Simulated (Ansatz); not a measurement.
## GeMoAu in the AlB2 type: lattice stability ahead of a resistivity run

Question: is the lattice of GeMoAu in the AlB2 type stable, and if so, what are its coupling constant and resistivity?

Method: DFT PBE, scalar-relativistic, plane waves, PAW; PAW set soft_1, in Ansatz 0.2.0.

This is a report of a sequence of runs, with most program output left out.

The structure was built from a prototype and need not be the compound's stable phase.

**1. Starting point**

The structure is hexagonal, space group P-6m2 (No. 187). The conventional cell has a = 3.930 Å, b = 3.930 Å, c = 4.127 Å, α = 90.00°, β = 90.00°, γ = 120.00°. Nearest to Mo lie 6 Ge at 3.07 Å and 6 Au at 3.07 Å. Ge has 3 Au at 2.27 Å and 6 Mo at 3.07 Å nearest. Au has 3 Ge at 2.27 Å and 6 Mo at 3.07 Å nearest. Farther neighbours are not listed.

**2. Relaxation**

Lattice constant and positions set the bands and the force constants, so the cell is relaxed first.

The input, input.yaml:

```yaml
crystal:
  lattice:
    - [3.9303, 0.0, 0.0]
    - [-1.96515, 3.40374, 0.0]
    - [0.0, 0.0, 4.12681]
  atoms:
    - { symbol: Mo, position: [0.0, 0.0, 0.0] }
    - { symbol: Ge, position: [0.33333333, 0.66666667, 0.5] }
    - { symbol: Au, position: [0.66666667, 0.33333333, 0.5] }
kpoints:
  mp_grid: { grid: [9, 9, 8] }
hamiltonian:
  xc: pbe
  pseudopotentials: { kind: paw, azcp: { folder: soft_1 } }
scf:
  occupations: { method: gaussian, width: 0.1 }
output:
  forces: true
  stress: true
  eigenvalues: true
relax:
  adjacent_minimum: "off"
  f_tol: 0.005
  max_steps: 80
  cell: { stress_tol: 0.05 }
```

Launch:

```
$ ansatz run input.yaml --threads 4 --pin off --max-ram 12288MiB --backend cpu --events-out ev --progress --plain --runs-dir out
```

Wall time 44 s (4 threads of Arm Neoverse V1, shared host); peak memory 0.49 GiB.

Relaxation path:

| step | energy less that of the first step (eV) | largest force component (eV/Å) | pressure (GPa) | volume (Å³) |
| --- | --- | --- | --- | --- |
| 1 | 0.0000 | 0.0000 | 5.53 | 55.21 |
| 2 | -0.5160 | 0.0000 | 0.18 | 55.29 |
| 3 | -0.8674 | 0.0000 | 0.09 | 53.81 |
| 4 | -1.1811 | 0.0000 | -0.28 | 52.49 |
| 5 | -1.4359 | 0.0000 | 0.59 | 50.93 |
| 6 | -1.6334 | 0.0000 | 1.80 | 49.56 |
| 7 | -1.8646 | 0.0000 | 2.80 | 48.50 |
| 8 | -1.9503 | 0.0000 | 2.59 | 48.49 |
| 9 | -1.9709 | 0.0000 | -0.17 | 49.16 |
| 10 | -1.9717 | 0.0000 | 0.40 | 49.00 |
| 11 | -1.9719 | 0.0000 | 0.02 | 49.10 |
| 12* | -1.9858 | 0.0000 | 0.48 | 49.10 |
| 13 | -1.9863 | 0.0000 | 0.04 | 49.24 |
| 14 | -1.9863 | 0.0000 | 0.00 | 49.25 |
| 15* | -1.9864 | 0.0000 | 0.00 | 49.25 |

Relaxation steps marked * repeat the geometry before them on a plane-wave basis chosen anew for their cell, so energy and pressure can jump there.

The run keeps the 12 symmetry operations that it works with, so distortions that break them were not tested.

| cell as run | before | after | change |
| --- | --- | --- | --- |
| a (Å) | 3.930 | 4.520 | +15.0 % |
| b (Å) | 3.930 | 4.520 | +15.0 % |
| c (Å) | 4.127 | 2.783 | -32.6 % |
| volume (Å³/atom) | 18.40 | 16.42 | -10.8 % |

Final coordinates:

```cif
data_structure
_symmetry_space_group_name_H-M 'P 1'
_symmetry_Int_Tables_number 1
_cell_length_a 4.5201
_cell_length_b 4.5201
_cell_length_c 2.7834
_cell_angle_alpha 90.000
_cell_angle_beta 90.000
_cell_angle_gamma 120.000
_cell_volume 49.25
loop_
_atom_site_label
_atom_site_type_symbol
_atom_site_fract_x
_atom_site_fract_y
_atom_site_fract_z
_atom_site_occupancy
Mo1 Mo 0.00000 0.00000 0.00000 1
Ge2 Ge 0.33333 0.66667 0.50000 1
Au3 Au 0.66667 0.33333 0.50000 1
```

Numbers from this step:

- pressure: 0.002565 GPa
- volume per atom: 16.42 Å³/atom
- metallic on mesh: yes
- gap on the k-mesh: 0 eV

The largest force is now zero by symmetry and the largest stress component 0.0043 GPa.

**3. Relaxing cell and atoms**

The cell moved far, so the relaxation is started again from the new cell to confirm it.

input.yaml, the sections that differ from step 2:

```yaml
crystal:
  lattice:
    - [4.5201229402, 0.0, 0.0]
    - [-2.2600614701, 3.9145412944, 0.0]
    - [0.0, 0.0, 2.7834204265]
  atoms:
    - { symbol: Mo, position: [0.0, 0.0, 0.0] }
    - { symbol: Ge, position: [0.3333333333, 0.6666666667, 0.5] }
    - { symbol: Au, position: [0.6666666667, 0.3333333333, 0.5] }
kpoints:
  mp_grid: { grid: [9, 9, 10] }
# hamiltonian, scf, output, relax: as in step 2
```

It took 19 s on 4 threads; peak memory 0.49 GiB; 72 s of CPU time.

Step by step:

| step | energy less that of the first step (eV) | largest force component (eV/Å) | pressure (GPa) | volume (Å³) |
| --- | --- | --- | --- | --- |
| 1 | 0.0000 | 0.0000 | 0.04 | 49.25 |
| 2 | -0.0001 | 0.0000 | -0.16 | 49.30 |
| 3 | -0.0001 | 0.0000 | 0.18 | 49.20 |
| 4 | -0.0001 | 0.0000 | -0.06 | 49.27 |
| 5 | -0.0001 | 0.0000 | 0.00 | 49.26 |
| 6 | -0.0001 | 0.0000 | 0.00 | 49.26 |

The log counts 1 steps on a newly chosen plane-wave basis, not all of them marked here; energy and pressure can jump at such steps. Relaxation step 3 was tried and not accepted.

| conventional cell, symmetrised | before | after | change |
| --- | --- | --- | --- |
| a (Å) | 4.520 | 4.516 | -0.1 % |
| b (Å) | 4.520 | 4.516 | -0.1 % |
| c (Å) | 2.783 | 2.788 | +0.2 % |
| volume (Å³/atom) | 16.42 | 16.42 | +0.0 % |

Final coordinates:

```cif
data_structure
_symmetry_space_group_name_H-M 'P 1'
_symmetry_Int_Tables_number 1
_cell_length_a 4.5163
_cell_length_b 4.5163
_cell_length_c 2.7884
_cell_angle_alpha 90.000
_cell_angle_beta 90.000
_cell_angle_gamma 120.000
_cell_volume 49.26
loop_
_atom_site_label
_atom_site_type_symbol
_atom_site_fract_x
_atom_site_fract_y
_atom_site_fract_z
_atom_site_occupancy
Mo1 Mo 0.00000 0.00000 0.00000 1
Ge2 Ge 0.33333 0.66667 0.50000 1
Au3 Au 0.66667 0.33333 0.50000 1
```

Numbers from this step:

* pressure: 2.77e-4 GPa

The largest force is now zero by symmetry and the largest stress component 3.3e-4 GPa.

**4. Tight relaxation**

No force is left; the cell is relaxed once more with another smearing and tight thresholds.

input.yaml, the sections that differ from step 3:

```yaml
crystal:
  lattice:
    - [4.5163269164, 0.0, 0.0]
    - [-2.2581634582, 3.9112538414, 0.0]
    - [0.0, 0.0, 2.7884016349]
  atoms:
    - { symbol: Mo, position: [0.0, 0.0, 0.0] }
    - { symbol: Ge, position: [0.3333333333, 0.6666666667, 0.5] }
    - { symbol: Au, position: [0.6666666667, 0.3333333333, 0.5] }
kpoints:
  mp_grid: { grid: [9, 9, 9] }
scf:
  occupations: { method: methfessel_paxton, width: 0.2 }
relax:
  adjacent_minimum: "off"
  f_tol: 0.001
  max_steps: 60
  cell: { stress_tol: 0.01 }
# hamiltonian, output: as in step 3
```

Elapsed: 12 s, on 4 threads; peak memory 0.47 GiB; 47 s of CPU time.

The steps of the relaxation:

| step | energy less that of the first step (eV) | largest force component (eV/Å) | pressure (GPa) | volume (Å³) |
| --- | --- | --- | --- | --- |
| 1 | 0.0000 | 0.0000 | -0.13 | 49.26 |
| 2 | -0.0001 | 0.0000 | 0.32 | 49.14 |
| 3 | -0.0001 | 0.0000 | -0.21 | 49.29 |
| 4 | -0.0002 | 0.0000 | 0.00 | 49.23 |
| 5 | -0.0002 | 0.0000 | 0.00 | 49.23 |

The log counts 1 steps on a newly chosen plane-wave basis, not all of them marked here; energy and pressure can jump at such steps.

| conventional cell, symmetrised | before | after | change |
| --- | --- | --- | --- |
| a (Å) | 4.516 | 4.520 | +0.1 % |
| b (Å) | 4.516 | 4.520 | +0.1 % |
| c (Å) | 2.788 | 2.782 | -0.2 % |
| volume (Å³/atom) | 16.42 | 16.41 | -0.1 % |

Final coordinates:

```cif
data_structure
_symmetry_space_group_name_H-M 'P 1'
_symmetry_Int_Tables_number 1
_cell_length_a 4.5202
_cell_length_b 4.5202
_cell_length_c 2.7820
_cell_angle_alpha 90.000
_cell_angle_beta 90.000
_cell_angle_gamma 120.000
_cell_volume 49.23
loop_
_atom_site_label
_atom_site_type_symbol
_atom_site_fract_x
_atom_site_fract_y
_atom_site_fract_z
_atom_site_occupancy
Mo1 Mo 0.00000 0.00000 0.00000 1
Ge2 Ge 0.33333 0.66667 0.50000 1
Au3 Au 0.66667 0.33333 0.50000 1
```

This step gave:

| Quantity | Value |
| --- | --- |
| pressure | -4.80e-4 GPa |
| volume per atom | 16.41 Å³/atom |

The largest force is now zero by symmetry and the largest stress component 0.0056 GPa, small enough for phonons.

**5. Lattice stability: q 2×2×2, k 4×4×6**

Couplings are defined for a stable lattice alone, so phonons come first.

The input, input.yaml:

```yaml
crystal:
  lattice:
    - [4.5201898121, 0.0, 0.0]
    - [-2.2600949061, 3.9145992072, 0.0]
    - [0.0, 0.0, 2.7819733245]
  atoms:
    - { symbol: Mo, position: [0.0, 0.0, 0.0] }
    - { symbol: Ge, position: [0.3333333333, 0.6666666667, 0.5] }
    - { symbol: Au, position: [0.6666666667, 0.3333333333, 0.5] }
kpoints:
  mp_grid: { grid: [4, 4, 6] }
hamiltonian:
  xc: pbe
  pseudopotentials: { kind: paw, azcp: { folder: soft_1 } }
scf:
  occupations: { method: methfessel_paxton, width: 0.2 }
output:
  eigenvalues: true
phonons:
  method: dfpt
  qmesh: [2, 2, 2]
  temperatures: { t_max: 1000, t_step: 50 }
  qpath:
    path:
      - [[0.0, 0.0, 0.0], [0.5, 0.0, 0.0], [0.33333333, 0.33333333, 0.0], [0.0, 0.0, 0.0], [0.0, 0.0, 0.5], [0.5, 0.0, 0.5], [0.33333333, 0.33333333, 0.5], [0.0, 0.0, 0.5]]
      - [[0.5, 0.0, 0.5], [0.5, 0.0, 0.0]]
      - [[0.33333333, 0.33333333, 0.5], [0.33333333, 0.33333333, 0.0]]
    npoints: 10
```

Run time: 36 s. Hardware: 4 threads; peak memory 0.58 GiB.

Numbers from this step:

```
share of imaginary modes in the plain interpolation between solved wavevectors : 0.1379
highest frequency, solved or plainly interpolated                              : 193.7 cm⁻¹
```

Solved on the 2×2×2 mesh alone; all other wavevectors are interpolated. Phonon branches along the path, in cm⁻¹:

| point | branch 1 | branch 2 | branch 3 | branch 4 | branch 5 | branch 6 | branch 7 | branch 8 | branch 9 |
| --- | --- | --- | --- | --- | --- | --- | --- | --- | --- |
| Γ | 0 | 0 | 0 | 32 | 110 | 132 | 132 | 181 | 181 |
| halfway | -41 | 29 | 41 | 68 | 106 | 116 | 128 | 183 | 186 |
| M | -69 | 28 | 61 | 77 | 99 | 108 | 142 | 181 | 188 |
| halfway | -56 | 30 | 63 | 64 | 98 | 107 | 146 | 175 | 191 |
| K | -34 | 32 | 52 | 66 | 96 | 101 | 153 | 170 | 192 |
| halfway | -37 | 30 | 45 | 62 | 105 | 120 | 126 | 180 | 189 |
| Γ | 0 | 0 | 0 | 32 | 110 | 132 | 132 | 181 | 181 |
| halfway | 53 | 53 | 53 | 105 | 128 | 130 | 130 | 175 | 175 |
| A | -3 | 78 | 78 | 127 | 127 | 139 | 166 | 169 | 169 |
| halfway | -82 | 67 | 78 | 110 | 114 | 145 | 162 | 171 | 175 |
| L | -99 | -55 | 55 | 100 | 117 | 151 | 155 | 175 | 181 |
| halfway | -100 | -43 | 69 | 84 | 110 | 152 | 155 | 167 | 190 |
| H | -102 | 24 | 53 | 89 | 96 | 152 | 155 | 163 | 194 |
| halfway | -88 | 67 | 69 | 106 | 111 | 147 | 161 | 168 | 180 |
| A | -3 | 78 | 78 | 127 | 127 | 139 | 166 | 169 | 169 |
| jump to L | -99 | -55 | 55 | 100 | 117 | 151 | 155 | 175 | 181 |
| halfway | -56 | -34 | 65 | 105 | 111 | 116 | 130 | 179 | 185 |
| M | -69 | 28 | 61 | 77 | 99 | 108 | 142 | 181 | 188 |
| jump to H | -102 | 24 | 53 | 89 | 96 | 152 | 155 | 163 | 194 |
| halfway | -62 | -39 | 80 | 91 | 104 | 120 | 137 | 166 | 194 |
| K | -34 | 32 | 52 | 66 | 96 | 101 | 153 | 170 | 192 |

Lowest modes at the softest wavevector of the mesh. The modes at q = (0.000, 0.500, 0.500) (shares of kinetic energy by element, %) (negative means imaginary):

| mode | frequency (cm⁻¹) | Mo % | Ge % | Au % |
| --- | --- | --- | --- | --- |
| 1 | -98.6 | 67 | 0 | 33 |
| 2 | -55.1 | 92 | 7 | 1 |
| 3 | 54.9 | 0 | 25 | 75 |
| 4 | 100.1 | 100 | 0 | 0 |
| 5 | 116.7 | 23 | 22 | 55 |
| 6 | 151.0 | 6 | 89 | 4 |

Displacements in mode 1 (-98.6 cm⁻¹), the largest set to 1, in the home cell:
```
Mo1 0.00 0.00 1.00
Ge2 0.00 0.07 0.00
Au3 0.00 0.49 0.00
```

Displacements in mode 4 (100.1 cm⁻¹), the largest set to 1, in the home cell:
```
Mo1 1.00 0.00 0.00
Ge2 0.00 0.00 0.00
Au3 0.00 0.00 0.00
```

Among the solved wavevectors the lowest mode, translations apart, is -98.6 cm⁻¹, imaginary.

**6. Phonons by linear response: q 3×3×3, k 6×6×9**

An imaginary mode on so few k-points may come from the sampling, so the phonons are repeated with another q and k mesh.

Changes to input.yaml since step 5:

```diff
@@ -10,3 +10,3 @@
 kpoints:
-  mp_grid: { grid: [4, 4, 6] }
+  mp_grid: { grid: [6, 6, 9] }
 hamiltonian:
@@ -20,3 +20,3 @@
   method: dfpt
-  qmesh: [2, 2, 2]
+  qmesh: [3, 3, 3]
   temperatures: { t_max: 1000, t_step: 50 }
```

The job ended after 3.3 min (4 threads; peak memory 0.99 GiB; 13 min of CPU time).

Numbers from this step:

```
share of imaginary modes in the plain interpolation between solved wavevectors : 0.074
highest frequency, solved or plainly interpolated                              : 201.1 cm⁻¹
```

Solved on the 3×3×3 mesh alone; all other wavevectors are interpolated. The phonon branches at the labelled points (cm⁻¹):

| point | branch 1 | branch 2 | branch 3 | branch 4 | branch 5 | branch 6 | branch 7 | branch 8 | branch 9 |
| --- | --- | --- | --- | --- | --- | --- | --- | --- | --- |
| Γ | 0 | 0 | 0 | 35 | 110 | 126 | 126 | 180 | 180 |
| halfway | -61 | 31 | 33 | 44 | 105 | 110 | 113 | 178 | 186 |
| M | -89 | -42 | 28 | 63 | 99 | 108 | 130 | 172 | 188 |
| halfway | -98 | -6 | 30 | 65 | 96 | 103 | 140 | 170 | 188 |
| K | -103 | 28 | 32 | 69 | 93 | 102 | 148 | 168 | 188 |
| halfway | -72 | 32 | 35 | 49 | 103 | 104 | 120 | 177 | 187 |
| Γ | 0 | 0 | 0 | 35 | 110 | 126 | 126 | 180 | 180 |
| halfway | 62 | 62 | 94 | 112 | 112 | 122 | 129 | 173 | 173 |
| A | 76 | 76 | 103 | 103 | 131 | 147 | 166 | 166 | 170 |
| halfway | 60 | 63 | 74 | 119 | 137 | 154 | 164 | 173 | 176 |
| L | 47 | 54 | 56 | 134 | 146 | 150 | 163 | 178 | 188 |
| halfway | 27 | 74 | 77 | 137 | 145 | 147 | 161 | 168 | 196 |
| H | 15 | 88 | 90 | 138 | 140 | 150 | 158 | 164 | 201 |
| halfway | 48 | 71 | 74 | 124 | 138 | 152 | 162 | 169 | 183 |
| A | 76 | 76 | 103 | 103 | 131 | 147 | 166 | 166 | 170 |
| jump to L | 47 | 54 | 56 | 134 | 146 | 150 | 163 | 178 | 188 |
| halfway | -62 | 41 | 90 | 102 | 112 | 126 | 144 | 178 | 183 |
| M | -89 | -42 | 28 | 63 | 99 | 108 | 130 | 172 | 188 |
| jump to H | 15 | 88 | 90 | 138 | 140 | 150 | 158 | 164 | 201 |
| halfway | -18 | 18 | 88 | 105 | 122 | 123 | 143 | 169 | 192 |
| K | -103 | 28 | 32 | 69 | 93 | 102 | 148 | 168 | 188 |

Lowest modes at the softest wavevector of the mesh. Modes at q = (0.333, 0.333, 0.000), with each element's share of the kinetic energy (negative means imaginary):

| mode | frequency (cm⁻¹) | Mo % | Ge % | Au % |
| --- | --- | --- | --- | --- |
| 1 | -103.2 | 64 | 0 | 36 |
| 2 | 28.3 | 0 | 31 | 69 |
| 3 | 31.8 | 0 | 100 | 0 |
| 4 | 69.0 | 0 | 0 | 100 |
| 5 | 92.7 | 100 | 0 | 0 |
| 6 | 102.1 | 92 | 8 | 0 |

Displacements in mode 1 (-103.2 cm⁻¹), the largest set to 1, in the home cell (x, y, z of the real part, then of the imaginary part):
```
Mo1  0.38 -0.92  0.00  0.92  0.38  0.00
Ge2  0.00  0.00  0.00  0.00  0.00  0.00
Au3 -0.32  0.42  0.00  0.42  0.32  0.00
```

Displacements in mode 5 (92.7 cm⁻¹), the largest set to 1, in the home cell:
```
Mo1 0.00 0.00 1.00
Ge2 0.00 0.00 0.00
Au3 0.00 0.00 0.00
```

The modes has structure finer than the step of the table below, so its rows give means over 10 cm⁻¹, whole bins alone (the curve runs from -113 to 217 cm⁻¹). Peaks (cm⁻¹: height): Au 23.9: 0.0186, 55.0: 0.0189, 65.4: 0.0195, 86.2: 0.0194, 131.9: 0.0188, 175.5: 0.0180, 185.8: 0.0213; Ge 38.4: 0.0146, 53.0: 0.0147, 67.5: 0.0155, 133.9: 0.0183, 173.4: 0.0846, 185.8: 0.0475; Mo 102.8: 0.0478, 187.9: 0.00832.

Phonopy on the run's constants, 15x15x21 mesh, Gaussian sigma 2.4 cm⁻¹. The modes by wavenumber; means over each step; values in 1/cm⁻¹/cell:

| wavenumber (cm⁻¹) | Au | Ge | Mo |
| --- | --- | --- | --- |
| -100 | 9.4e-4 | 2.3e-5 | 0.00153 |
| -90 | 0.00278 | 1.9e-4 | 0.00399 |
| -80 | 0.00369 | 3.4e-4 | 0.00478 |
| -70 | 0.00342 | 3.9e-4 | 0.00402 |
| -60 | 0.00345 | 4.5e-4 | 0.00377 |
| -50 | 0.00290 | 4.6e-4 | 0.00290 |
| -40 | 0.00354 | 5.8e-4 | 0.00331 |
| -30 | 0.00316 | 5.9e-4 | 0.00275 |
| -20 | 0.00368 | 7.8e-4 | 0.00261 |
| -10 | 0.00257 | 5.5e-4 | 0.00184 |
| 0 | 6.9e-4 | 1.5e-4 | 4.1e-4 |
| 10 | 0.00544 | 0.00136 | 0.00244 |
| 20 | 0.0171 | 0.00453 | 0.00649 |
| 30 | 0.0134 | 0.00801 | 0.00572 |
| 40 | 0.0134 | 0.00961 | 0.00567 |
| 50 | 0.0161 | 0.00953 | 0.00647 |
| 60 | 0.0174 | 0.00495 | 0.00784 |
| 70 | 0.0181 | 0.00975 | 0.00802 |
| 80 | 0.0128 | 0.00799 | 0.0110 |
| 90 | 0.0131 | 0.00813 | 0.0189 |
| 100 | 0.0119 | 0.0131 | 0.0347 |
| 110 | 0.0149 | 0.0134 | 0.0401 |
| 120 | 0.0146 | 0.0135 | 0.0291 |
| 130 | 0.0163 | 0.0163 | 0.0246 |
| 140 | 0.0176 | 0.0178 | 0.0249 |
| 150 | 0.0121 | 0.0116 | 0.0196 |
| 160 | 0.0124 | 0.00632 | 0.00486 |
| 170 | 0.0123 | 0.0595 | 0.00380 |
| 180 | 0.0155 | 0.0485 | 0.00559 |
| 190 | 0.0134 | 0.0293 | 0.00649 |
| 200 | 0.00124 | 0.00250 | 0.00167 |
| 210 | 6.6e-6 | 1.1e-5 | 9.9e-6 |

No LO-TO term; unit eigenvectors of the mass-weighted matrix. The modes at Γ (shares of kinetic energy by element, %):

| mode | frequency (cm⁻¹) | symmetry | Mo % | Ge % | Au % |
| --- | --- | --- | --- | --- | --- |
| 1 | 0.0 | unnamed | 26 | 20 | 54 |
| 2 | 0.0 | unnamed | 26 | 20 | 54 |
| 3 | 0.0 | unnamed | 26 | 20 | 54 |
| 4 | 34.9 | A2'' | 6 | 80 | 14 |
| 5 | 109.6 | A2'' | 68 | 0 | 32 |
| 6 | 126.5 | E' | 73 | 4 | 22 |
| 7 | 126.5 | E' | 73 | 4 | 22 |
| 8 | 179.7 | E' | 0 | 76 | 24 |
| 9 | 179.7 | E' | 0 | 76 | 24 |

Displacements in mode 4 (34.9 cm⁻¹), the largest set to 1:
```
Mo1  0.00  0.00 -0.24
Ge2  0.00  0.00  1.00
Au3  0.00  0.00 -0.25
```

Displacements in mode 6 (126.5 cm⁻¹), the largest set to 1:
```
Mo1  1.00  0.00  0.00
Ge2 -0.28  0.00  0.00
Au3 -0.39  0.00  0.00
```

Among the solved wavevectors the lowest mode, translations apart, is -103 cm⁻¹, imaginary.

**7. What came out**

| Quantity | Value |
| --- | --- |
| phonon run of the rows without a label of their own | PBE, q 3×3×3, k 6×6×9 |
| softest mode on the q mesh | -103 cm⁻¹ at q = (0.333, 0.333, 0) |
| highest frequency, solved or plainly interpolated | 201 cm⁻¹ |

What this shows: The lattice is dynamically unstable at this level: a mode at q = (0.333, 0.333, 0) is imaginary, 103i cm⁻¹, so no harmonic coupling constant or resistivity is defined for this structure. These meshes are coarse, and single modes of a metal can move by tens of cm⁻¹ with the k mesh. The coarser mesh found an imaginary mode at another wavevector, which this mesh lacks. Spin–orbit coupling, left out here, matters for Au. The phonon runs are not spin-polarised. The structure was built by hand as an ordered model, and its stability against other phases was not tested.

[Logs are printed without paths, hosts, clocks, repeated set-up lines and the standing remarks that a program may print on its own settings, such as how far it seeks lower states.]

[Hosts, paths, dates, database ids (printed as entryN), source tags and the programs' standing remarks are cut or masked in the printed files.]
